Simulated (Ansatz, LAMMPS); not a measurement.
# Relaxing amorphous Ge at 5.05 g/cm^3 (72 atoms), part 2 of 2

How does amorphous Ge at 5.05 g/cm^3 (72 atoms) relax, and what do bonds, charges and levels look like afterwards?

Ansatz 0.2.0; Kohn-Sham DFT, PBE, PAW (set soft_2), plane waves.

The cell: 72 Ge. The quench rate of 20 K/ps is orders of magnitude faster than experiment. The network of bonds at the start is that of the classical potential that made the cell. The Brillouin zone is sampled at Γ only, in a cell whose shortest periodic width is 12 Å.

So far. Step 4 (Relaxation): The relaxation changed the energy by -41.4 meV/atom, and atoms moved by 0.49 Å r.m.s., 2.3 Å at most. Step 7 (Functional HSE06): Forces differ from those of the single point at the relaxed geometry by 73 meV/Å r.m.s.; the pressure by -2.3 GPa and the gap by +0.21 eV. It took roughly 17 times the reference's time (one timing each, with unlike analyses asked), in 37 cycles against 14.

In doubt: a hybrid on one k-point of a small cell (step 7), which bears on gaps.

## (7) Functional HSE06 (continued)

Length of the force by element and coordination:

| element | coordination | atoms | mean length of the force (eV/Å) | spread | least | most |
| --- | --- | --- | --- | --- | --- | --- |
| Ge | all | 72 | 0.113 | 0.0561 | 0.0204 | 0.298 |
| Ge | 3 | 1 | 0.162 | 0 | 0.162 | 0.162 |
| Ge | 4 | 56 | 0.115 | 0.0598 | 0.0204 | 0.298 |
| Ge | 5 | 15 | 0.106 | 0.039 | 0.0336 | 0.179 |

The mean of these charges, 0.025 e, is only the charge that the projection spills.

Löwdin charges by element and coordination (they lack the spilled electrons, 0.025 e an atom on average):

| element | coordination | atoms | mean charge (e) | spread | least | most |
| --- | --- | --- | --- | --- | --- | --- |
| Ge | all | 72 | 0.0247 | 0.0306 | -0.0409 | 0.106 |
| Ge | 3 | 1 | -0.0159 | 0 | -0.0159 | -0.0159 |
| Ge | 4 | 56 | 0.0305 | 0.0288 | -0.0276 | 0.106 |
| Ge | 5 | 15 | 0.0057 | 0.0286 | -0.0409 | 0.0597 |

States in the cell by windows of 1 eV, zero at the Fermi level; the larger projections on atomic orbitals stand beside the total:

| from (eV) | to (eV) | total | Ge p | Ge s |
| --- | --- | --- | --- | --- |
| -18 | -14 | 0.0 | 0.0 | 0.0 |
| -14 | -13 | 5.9 | 1.0 | 4.9 |
| -13 | -12 | 15.0 | 4.1 | 10.8 |
| -12 | -11 | 21.2 | 6.3 | 14.9 |
| -11 | -10 | 16.4 | 5.0 | 11.4 |
| -10 | -9 | 21.9 | 7.0 | 14.8 |
| -9 | -8 | 18.5 | 6.9 | 11.6 |
| -8 | -7 | 14.4 | 6.6 | 7.8 |
| -7 | -6 | 17.0 | 8.5 | 8.4 |
| -6 | -5 | 13.0 | 7.4 | 5.5 |
| -5 | -4 | 17.3 | 15.6 | 1.6 |
| -4 | -3 | 27.1 | 24.4 | 2.5 |
| -3 | -2 | 45.2 | 41.8 | 3.1 |
| -2 | -1 | 41.8 | 38.5 | 2.9 |
| -1 | 0 | 13.2 | 11.1 | 1.8 |
| 0 | 1 | 14.5 | 10.6 | 3.4 |
| 1 | 2 | 28.5 | 20.0 | 6.9 |
| 2 | 3 | 34.1 | 24.2 | 7.0 |

The levels nearest the highest filled one (over half full), pooled over k-points and spins:

| level less the highest filled one (eV) | occupation |
| --- | --- |
| -0.581 | 2 |
| -0.373 | 2 |
| -0.310 | 2 |
| -0.260 | 2 |
| -0.0863 | 2 |
| 0 | 2 |
| 0.544 | 0 |
| 0.731 | 0 |
| 0.887 | 0 |
| 0.978 | 0 |
| 0.988 | 0 |
| 1.04 | 0 |

## (8) Functional r2SCAN (500 eV)

The meta-GGA r2SCAN uses the kinetic energy density as well as the density and its gradient. Besides, the cutoff goes from 420 to 500 eV.

This step: Kohn-Sham DFT, r2SCAN, PAW (set soft_2), plane waves (Ansatz 0.2.0).

input.yaml reads:

```yaml
crystal:
  lattice:
    - [11.9803, 0.0, 0.0]
    - [0.0, 11.9803, 0.0]
    - [0.0, 0.0, 11.9803]
  atoms:
    [... the 72 atom lines of step 6 ...]
kpoints:
  mp_grid: { grid: [1, 1, 1] }
hamiltonian:
  xc: r2scan
scf:
  occupations: { method: fermi_dirac, width: 0.025 }
output:
  forces: true
  stress: true
  populations: true
  dos:
    method: { smearing: { sigma: 0.08 } }
    de: 0.05
    projected: { site_lists: { Ge: [Ge] } }
  eigenvalues: true
```

Launch:

```console
$ ansatz run input.yaml --threads 4 --pin off --max-ram 8192MiB --backend cpu --events-out ev --progress --plain --runs-dir out
```

Run time: 1.9 min. Hardware: 4 threads of Arm Neoverse V1, shared host; peak memory 5.2 GiB; 7.5 min of CPU time.

Geometry and reference: those of the single point at the relaxed geometry.

Forces differ from those of the single point at the relaxed geometry by 85 meV/Å r.m.s.; the pressure by -2.4 GPa and the gap by +0.046 eV. It took roughly 1.8 times the reference's time (one timing each, with unlike analyses asked), in 13 cycles against 14.

## (9) Functional PBEsol

PBEsol restores the gradient expansion of exchange for slowly varying densities and usually gives shorter bonds in solids than PBE.

This step: Kohn-Sham DFT, PBEsol, PAW (set soft_2), plane waves (Ansatz 0.2.0).

input.yaml, as its differences from that of step 8:

```diff
@@ -10,3 +10,3 @@
 hamiltonian:
-  xc: r2scan
+  xc: pbesol
 scf:
```

Wall time 56 s (4 threads); peak memory 2.7 GiB; 3.6 min of CPU time.

Geometry and reference: those of the single point at the relaxed geometry.

Forces differ from those of the single point at the relaxed geometry by 31 meV/Å r.m.s.; the pressure by -2.7 GPa and the gap by -0.0079 eV.

## (10) All settings compared

Each row is set against the single point at the relaxed geometry (Kohn-Sham DFT, PBE, PAW (set soft_2), plane waves; r.m.s. force component 0.00896 eV/Å). Times are for 4 threads of Arm Neoverse V1, shared host. The reference's time includes grids, which some other runs skip.

| run | Δ force, r.m.s. (meV/Å) | Δ pressure (GPa) | Δ gap (eV) | cycles | time | host memory (GiB) |
| --- | --- | --- | --- | --- | --- | --- |
| reference | - | - | - | 14 | 64 s | 2.7 |
| functional HSE06 | 72.8 | -2.35 | 0.213 | 37 | 18 min | 6.0 |
| functional r2SCAN (500 eV) | 84.8 | -2.44 | 0.046 | 13 | 1.9 min | 5.2 |
| functional PBEsol | 30.9 | -2.71 | -0.0079 | 15 | 56 s | 2.7 |

## (11) What came out

```
energy change in the relaxation                  : -41.42 meV/atom
r.m.s. displacement                              : 0.486 Å
largest displacement                             : 2.287 Å
free energy per atom                             : -4294.7762 eV/atom
pressure                                         : 0.7486 GPa
r.m.s. force component                           : 0.00896 eV/Å
gap (highest filled to lowest empty level) : 0.3306 eV
wall time of the 6 DFT runs                      : 31 min
```

Relaxation lowers the energy by 41.4 meV/atom and moves atoms by 0.49 Å r.m.s.; the r.m.s. force component goes from 0.24 to 0.0090 eV/Å. By the final cutoffs 11 of 154 bonded pairs parted and 8 joined. First to last step the energy falls by 2.983 eV; the largest move, 2.29 Å, is that of Ge28. The Ge-Ge bonds go from 2.557 Å (spread 0.092) to 2.560 Å (spread 0.093), and their number from 154 to 151. By these cutoffs 78 % of Ge atoms have 4 bonded neighbours. The highest filled and lowest empty levels differ by 0.331 eV (at Γ alone); a semilocal functional tends to put such gaps too low. In a disordered cell it changes from sample to sample, and tail or defect levels can set it.

Among the changes of functional, dispersion, potentials or spin that can be judged, functional r2SCAN (500 eV) moves the forces most, by 85 meV/Å r.m.s. Left aside, for changing more than the model or being in doubt: functional HSE06. The gap changes by +0.21 eV with HSE06.

Caveats: The starting topology of bonds comes from the classical model; in DFT 11 of its 154 bonded pairs passed out of the cutoffs and 8 came within them.

[Long decimals in the printed logs are rounded to 6 places.]

[Logs are printed without paths, hosts, clocks, repeated set-up lines and the standing remarks that a program may print on its own settings, such as how far it seeks lower states.]

[Hosts, paths, dates, database ids (printed as entryN), source tags and the programs' standing remarks are cut or masked in the printed files.]

[A walk said to have stopped at its limit may instead have ended on an SCF cycle that didn't converge.]
